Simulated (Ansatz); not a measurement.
# Ti2Si2Pb, from a guessed structure to a relaxed one, part 2 of 2

Starting from a made-up structure for Ti2Si2Pb, the aim is the relaxed cell, its shortest contacts and, where a second run follows, its electronic structure.

Ansatz 0.2.0; DFT, PBE, plane-wave PAW, files of the set soft_1, scalar-relativistic, no spin, cell and ions relaxed at zero pressure; PAW set soft_1 (the session's first sound run).

So far: Starting point; Relaxing cell and atoms. The relaxed cell has a = 4.307, c = 10.527 Å (conventional setting).

## 3. Bands of the relaxed cell

A second self-consistent run takes a narrower smearing and the mesh shown in its input; the bands follow along the standard path of the relaxed lattice.

This step: DFT, PBE, plane-wave PAW, files of the set soft_1, scalar-relativistic, no spin, bands and density of states at the relaxed cell; PAW set soft_1 (Ansatz 0.2.0).

Input file input.yaml:

```yaml
crystal:
  lattice:
    - [-2.153730083, 2.153730083, 5.2632727051]
    - [2.153730083, -2.153730083, 5.2632727051]
    - [2.153730083, 2.153730083, -5.2632727051]
  atoms:
    - { symbol: Pb, position: [0.0, 0.0, 0.0] }
    - { symbol: Ti, position: [0.25, 0.75, 0.5] }
    - { symbol: Ti, position: [0.75, 0.25, 0.5] }
    - { symbol: Si, position: [0.3856353901, 0.3856353901, 0.0] }
    - { symbol: Si, position: [0.6143646099, 0.6143646099, 0.0] }
kpoints:
  mp_grid: { grid: [10, 10, 10] }
  band_path:
    path:
      - [[0.0, 0.0, 0.0], [0.5, -0.5, 0.0], [0.5, -0.5, 0.08372223], [0.29186112, -0.29186112, 0.29186112], [0.0, 0.0, 0.0], [0.5, 0.5, -0.5], [0.70813888, 0.29186112, -0.29186112], [0.5, 0.0, 0.0], [0.75, -0.25, -0.25], [0.91627777, 0.08372223, -0.5], [0.5, 0.5, -0.5]]
      - [[0.5, -0.5, 0.0], [0.75, -0.25, -0.25]]
    npoints: 7
scf:
  occupations: { method: fermi_dirac, width: 0.03 }
  n_extra_bands: 9
hamiltonian:
  xc: pbe
  pseudopotentials: { kind: paw, azcp: { folder: soft_1 } }
output:
  forces: true
  stress: true
  write_bands: true
  dos: { projected: true }
  write_density: true
  write_potential: true
  elf: true
  volumetric_format: npy
```

Run with:

```
$ ansatz run input.yaml --threads 4 --pin off --max-ram 8192MiB --backend cpu --events-out ev --progress --plain --runs-dir out
```

Numbers of over 12 decimals in the logs are rounded to 6 here.

Log:

```text
[...]
Crystal: 5 atoms, lattice volume = 97.656 Å³
Basis set: ecut = 420 eV, 1897 PW (Γ), exchange–correlation on 90×90×90 points (8 copies of the dense FFT grid, shifted against one another)
Bands: 32, of which v1, the nominal top of the filled ones, is band 23 counted from 1 (22 counted from 0)
Symmetry: 16 space group operations
[...]
k-points: 102 of 1000
[...]
SCF iter   1: F=—  HF=-18186.215945 eV  |F-HF|=—  |Δ(HF+E_count)|=         —  Δρ=8.51e-2  dr2=2.74e1  ethr=3.10e-3  ⟨swp⟩=6.9  Hψ=15247  notcnv=0
[...]
SCF iter   9: F=-18180.355625 eV  HF=-18180.355625 eV  |F-HF|=1.35e-8  |Δ(HF+E_count)|=   7.45e-8  Δρ=6.13e-6  dr2=5.04e-8  ethr=2.17e-10  ⟨swp⟩=17.2  Hψ=25409  notcnv=0
SCF 1 converged in 9 iterations: F = -18180.355625 eV  dr2 = 5.04e-8
[...]
NSCF: frozen V_eff on 79 k-points
SCF converged after 9 iterations
Free energy (F): -18180.355625 eV
[...]
Internal energy: -18180.345891 eV  (E = F + TS)
E sigma→0 (E₀):  -18180.350758 eV
Entropy (-TS):   -0.009734 eV (-1.947 meV/atom)
Fermi energy:    11.029461 eV
[...]
--- Forces (eV/Å), atoms counted from 1 ---
  atom   1  Pb    -0.00000000     0.00000000    -0.00000000
  atom   2  Ti     0.00000000     0.00000000    -0.00000000
  atom   3  Ti    -0.00000000    -0.00000000     0.00000000
  atom   4  Si    -0.00000000    -0.00000000    -0.00937770
  atom   5  Si     0.00000000     0.00000000     0.00937770
  max |Σ_I F_I| component: 6.94e-18 eV/Å
--- Stress (GPa, compression-positive) ---
       -0.037084       0.000000      -0.000000
        0.000000      -0.037084       0.000000
       -0.000000       0.000000      -0.039727
  P = ⅓ Tr σ = -0.0380 GPa (-0.380 kbar)
--- Band table (eV; the first three rows and the last of 102) ---
  k-point 0: bands = [... 19 lower, 8.2116, 10.1586, 10.6464, 10.6464, 11.9451, 12.1273, 13.0388, 13.0388, ... 5 higher]
  k-point 1: bands = [... 19 lower, 8.7727, 10.1871, 10.2833, 10.5890, 11.9997, 12.0009, 12.5458, 12.8380, ... 5 higher]
  k-point 2: bands = [... 19 lower, 9.4141, 9.5230, 10.4052, 10.5151, 11.4549, 11.9588, 12.1446, 12.5742, ... 5 higher]
  k-point 101: bands = [... 19 lower, 9.4846, 9.4846, 9.9230, 10.1676, 11.2838, 12.1763, 12.1763, 12.6423, ... 5 higher]
```

The job ended after 6.8 s (4 threads of Arm Neoverse V2, shared host; peak memory 0.67 GiB).

This step gave:

```
free energy             : -18180.3556 eV
energy at zero smearing : -18180.3508 eV
smearing term TS        : 0.009734 eV
pressure                : -0.03796 GPa
```

bands.tsv at the labelled points (eV, zero at the Fermi level; the bands that come nearest the Fermi level along the path):

```
point  band 20  band 21  band 22  band 23  band 24  band 25  band 26  band 27
    Γ    -2.82    -0.87    -0.38    -0.38     0.92     1.10     2.01     2.01
    X    -2.24    -2.17    -0.82    -0.50     0.30     0.69     0.73     1.60
    Y    -2.20    -1.74    -0.68    -0.57     0.20     0.52     1.02     1.37
    S    -1.38    -1.28    -0.27    -0.20     0.06     0.47     0.73     0.85
    Γ    -2.82    -0.87    -0.38    -0.38     0.92     1.10     2.01     2.01
    Z    -1.54    -1.54    -1.11    -0.86     0.25     1.15     1.15     1.61
   S1    -1.38    -1.28    -0.27    -0.20     0.06     0.47     0.73     0.85
    N    -1.15    -0.95    -0.47    -0.33    -0.07     0.37     0.58     1.07
    P    -1.94    -1.94    -1.79     0.02     0.02     0.69     1.07     1.07
   Y1    -2.20    -1.74    -0.68    -0.57     0.20     0.52     1.02     1.37
    Z    -1.54    -1.54    -1.11    -0.86     0.25     1.15     1.15     1.61
    X    -2.24    -2.17    -0.82    -0.50     0.30     0.69     0.73     1.60
    P    -1.94    -1.94    -1.79     0.02     0.02     0.69     1.07     1.07
```

States per cell as run, both spins, in windows of 1 eV, from dos.tsv (zero at the Fermi level): Near the top, bands beyond those computed are missing, so counts there can be too low.

| from | to | total |
| --- | --- | --- |
| -8 | -7 | 1.11 |
| -7 | -6 | 1.97 |
| -6 | -5 | 0.01 |
| -5 | -4 | 0.59 |
| -4 | -3 | 2.76 |
| -3 | -2 | 3.12 |
| -2 | -1 | 3.62 |
| -1 | 0 | 3.93 |
| 0 | 1 | 5.02 |
| 1 | 2 | 5.91 |
| 2 | 3 | 2.70 |

A further 28.9 states lie below the table's range.

Valence density in the ac plane of the conventional cell at fractional y = 0.000, with atoms of Pb and Ti and Si within 0.2 Å of it. It is the smooth field of the valence electrons, not physical close to the nuclei.

Values in e/Å³, 24 rows by 14 columns, each cell a mean:
```
 6  4  2  1  0  0  0  0  0  0  0  1  3  5
 2  2  1  0  0  0  0  0  0  0  0  0  1  2
 0  0  0  0  0  0  0  0  0  0  0  0  0  0
 0  0  0  0  0  0  0  0  0  0  0  0  0  0
 0  0  0  0  0  1  3  4  2  1  0  0  0  0
 0  0  0  0  1  4  9 11  7  2  0  0  0  0
 0  0  0  0  1  3  7  9  5  2  0  0  0  0
 0  0  0  0  0  1  1  2  1  0  0  0  0  0
 0  0  0  0  0  0  0  0  0  0  0  0  0  0
 0  0  0  0  0  0  0  0  0  0  0  0  0  0
 0  0  0  0  0  0  0  0  0  0  0  0  0  0
 0  0  0  0  0  0  0  0  0  0  0  0  0  0
 0  0  0  0  0  0  0  0  0  0  0  0  0  0
 0  0  0  0  0  0  0  0  0  0  0  0  0  0
 0  0  0  0  0  0  0  0  0  0  0  0  0  0
 0  0  0  0  0  0  0  0  0  0  0  0  0  0
 0  0  0  0  0  1  3  4  2  1  0  0  0  0
 0  0  0  0  1  4  9 11  7  2  0  0  0  0
 0  0  0  0  1  3  7  9  5  2  0  0  0  0
 0  0  0  0  0  1  1  2  1  0  0  0  0  0
 0  0  0  0  0  0  0  0  0  0  0  0  0  0
 1  1  0  0  0  0  0  0  0  0  0  0  0  1
 4  3  1  0  0  0  0  0  0  0  0  1  2  3
 7  5  2  1  0  0  0  0  0  0  0  1  4  6
```
Columns run along a (4.3 Å), rows up along c (10.5 Å), edges of the conventional cell, whose origin can differ from the input's. Atoms in or near the plane, at fractional coordinates: Pb at (0.00, 0.00), Ti at (0.50, 0.25), Ti at (0.50, 0.75), Si at (0.00, 0.39), Si at (0.00, 0.61).

ELF in the ac plane of the conventional cell at fractional y = 0.000, with atoms of Pb and Ti and Si within 0.2 Å of it. It is the smooth field of the valence electrons, not physical close to the nuclei.

Ten even steps from '0' (0.02) to '9' (0.88), each cell a mean:
```
01442100123430
34432111123343
43322110112333
22210012101122
22101467620122
54212777851134
77522677742467
57863245324776
45786211147864
54676311257754
77764211135677
99752100013689
98753100124689
55665311246765
54686311257754
45885212136874
67752467523677
66412777751256
43202687751133
22100245410122
33221001001233
44332111112344
23432111123442
01342100023420
```
Columns run along a (4.3 Å), rows up along c (10.5 Å), edges of the conventional cell, whose origin can differ from the input's. Atoms in or near the plane, at fractional coordinates: Pb at (0.00, 0.00), Ti at (0.50, 0.25), Ti at (0.50, 0.75), Si at (0.00, 0.39), Si at (0.00, 0.61).

Electrostatic potential energy in the ac plane of the conventional cell at fractional y = 0.000, with atoms of Pb and Ti and Si within 0.2 Å of it. With pseudopotentials it is smooth inside the atoms' cores, unlike the true potential.

Values in eV, 24 rows by 14 columns, each cell a mean:
```
-26 -30 -26  -5   8  12  14  14  13  11   4 -15 -30 -28
-26 -21  -7   6  11  13  13  13  13  12   9   1 -14 -24
  3   6   9  11  12  11  11  11  11  12  11  10   8   4
 12  12  12  11   9   5   0  -1   2   7  10  12  12  12
 14  14  12   9   1 -14 -24 -26 -21  -7   6  11  13  14
 13  13  11   7  -9 -27 -31 -31 -30 -20   0  10  12  13
  8   9  10   7  -6 -24 -31 -31 -29 -17   1   9  10   9
-16 -10   1   7   5  -6 -15 -17 -12   0   7   5  -4 -14
 -7 -21 -14   4   9   9   7   6   8   9   8  -3 -21 -14
 -3 -20 -16   4  11  12  12  12  12  12   9  -4 -22 -12
-19 -14   0   9  12  13  14  14  14  13  11   6  -7 -18
  4   6   9  12  13  14  14  14  14  14  13  11   8   5
 -4   1   7  11  13  14  14  14  14  14  12  10   4  -2
-20 -21  -7   7  12  13  13  13  13  13  10   2 -15 -21
  4 -18 -17   3  10  11  11  11  11  11   8  -5 -23  -7
-17 -21  -9   5   8   5   0  -1   2   7   8   1 -17 -20
 -6   0   6   7   1 -14 -24 -26 -21  -7   5   7   4  -3
 11  11  11   6  -9 -27 -31 -31 -31 -20   0   9  11  11
 14  13  12   7  -7 -24 -31 -31 -29 -17   1  10  13  14
 14  13  13  10   5  -6 -15 -17 -12   0   8  12  13  14
 10  11  12  12  11   9   7   6   8  10  11  12  11  11
 -7  -2   5  10  12  12  12  12  12  12  11   8   2  -5
-30 -28 -16   2  10  12  13  14  13  12   7  -6 -24 -30
-24 -29 -28  -7   8  12  14  14  13  10   3 -19 -31 -26
```
Columns run along a (4.3 Å; values clipped at the 3rd and 97th percentile), rows up along c (10.5 Å), edges of the conventional cell, whose origin can differ from the input's. Atoms in or near the plane, at fractional coordinates: Pb at (0.00, 0.00), Ti at (0.50, 0.25), Ti at (0.50, 0.75), Si at (0.00, 0.39), Si at (0.00, 0.61).

## 4. Outcome

```
space group, relaxed : I4/mmm
conventional cell    : a = 4.307, b = 4.307, c = 10.527 Å; α = 90.0°, β = 90.0°, γ = 90.0°
volume per atom      : 19.53 Å³ (guess 17.19)
```

What this shows: Ti2Si2Pb relaxes to I4/mmm with a = 4.307, b = 4.307 and c = 10.527 Å. The guessed volume was 12 % too small. The space group I4/mmm was held in the relaxation, so the end point is a stationary structure within it and may be a saddle against distortions or other arrangements. Bands cross the Fermi level, so it is a metal or semimetal at this level. On the 10×10×10 mesh with the narrower smearing (relaxed on 9×9×9) the largest force component is 0.009 eV/Å and the largest stress component is 0.040 GPa, within the relaxation's thresholds of 0.015 eV/Å and 0.05 GPa. The cutoff wasn't tested. Spin-orbit coupling is left out, which can matter for elements this heavy. No dispersion term is used, so weakly bound directions may come out too long. The runs have no spin, and magnetism wasn't tested. Nothing here tests whether the compound is stable against decomposition.

[Logs are printed without paths, hosts, clocks, repeated set-up lines and the standing remarks that a program may print on its own settings, such as how far it seeks lower states.]

[Hosts, paths, dates, database ids (printed as entryN), source tags and the programs' standing remarks are cut or masked in the printed files.]
